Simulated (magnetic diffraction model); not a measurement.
**Which magnetic order? MnBiN2**

Space group Amm2 (no. 38), a = 3.4090 Å, b = 3.5610 Å, c = 9.5370 Å.

```csv
site,atom,x,y,z
2b,Bi,1/2,1/2,0.3594
2a,Mn,0,0,0.1463
2a,N,0,0,0.4389
2b,N,1/2,1/2,0.0593
```

The compound is invented for this exercise: a known structure type with other elements, its cell scaled to their sizes and not relaxed.

Only Mn is taken to order (form factors of Mn3+); orders and moment sizes are assumed, and not adapted to the symmetry. Radiation: neutrons of λ = 2.52 Å, 3° to 100°; isotropic B of 0.43 Å² (Bi), 0.55 Å² (Mn) and 0.95 Å² (N). The intensities are simulated: I ∝ L Σ (|F_N|² + |F_M⊥|²) for unpolarised neutrons, with F_M = 2.695 fm/μB × Σ f(s) S exp(2πi Q·r) exp(−B s²) at Q = H ± k (one set where k and −k are equivalent), only the part normal to Q counting and L = 1/(sin²θ cos θ). For collinear order S is the moment m, which repeats by lattice and centring translations R with the sign exp(−2πi k·R). Form factors are spin-only for 3d ions and dipole or tabulated for f ions, scattering lengths are Sears's of 1992, and absorption is left out. A label names one of the reflections at its angle. The strongest nuclear line in the range is 100, and lines under 0.2 are left out.

Above the ordering temperature:

```tsv
2θ (°)	index	I
30.64	(0 0 2)	79.4
43.38	(1 0 0)	20.1
44.38	(0 1 1)	73.6
54.05	(1 0 2)	12.4
63.80	(1 1 1)	46.7
63.80	(0 0 4)	2.8
64.19	(0 1 3)	23.3
80.32	(1 0 4)	50.5
80.67	(1 1 3)	100.0
90.09	(0 2 0)	23.8
95.33	(2 0 0)	22.6
97.07	(0 1 5)	12.8
98.12	(0 2 2)	25.5
```

Below it (cell unchanged):

```tsv
2θ (°)	I
15.18	7.6
30.64	79.4
41.44	7.1
43.38	20.1
44.38	73.6
46.22	8.6
46.70	0.6
52.41	5.3
54.05	12.4
61.55	4.7
63.80	46.7
63.80	2.8
64.19	23.3
65.63	1.9
70.32	5.2
78.99	0.9
80.32	50.5
80.67	100.0
90.09	23.8
92.09	1.5
94.71	1.4
95.33	22.6
97.07	12.8
97.34	1.1
98.12	25.5
98.39	0.4
```

**Question.** Find the propagation vector, then choose among these models:
A. collinear moments along [101], 3.12 μB on Mn
B. collinear moments along [110], 3.12 μB on Mn
C. collinear moments along [010], 3.12 μB on Mn

The new lines index as (0 0 1) at 15.18°, (0 1 0) at 41.44°, (1 0 1) at 46.22° and (0 0 3) at 46.70°, that is as H ± k with k = (0 1 0). The indices are whole but break the lattice centring, so the moments reverse under a centring translation, those with k·t a half-integer.

Magnetic intensity, observed (below minus above) and for each model:

| 2θ (°) | index | observed | A | B | C |
| --- | --- | --- | --- | --- | --- |
| 15.18 | (0 0 1) | 7.6 | 7.6 | 66.9 | 66.9 |
| 41.44 | (0 1 0) | 7.1 | 7.1 | 3.4 | <0.2 |
| 46.22 | (1 0 1) | 8.6 | 8.6 | 6.2 | 10.8 |
| 46.70 | (0 0 3) | 0.6 | 0.6 | 5.3 | 5.3 |
| 52.41 | (0 1 2) | 5.3 | 5.3 | 5.2 | 2.8 |
| 61.55 | (1 1 0) | 4.7 | 4.7 | 2.5 | 2.6 |
| 65.63 | (1 0 3) | 1.9 | 1.9 | 3.2 | 4.1 |
| 92.09 | (0 2 1) | 1.5 | 1.5 | 0.8 | <0.2 |

Model A matches.

The structure used: k = (0 1 0), collinear moments along [101], 3.12 μB on Mn.

[Logs are printed without paths, hosts, clocks, repeated set-up lines and the standing remarks that a program may print on its own settings, such as how far it seeks lower states.]
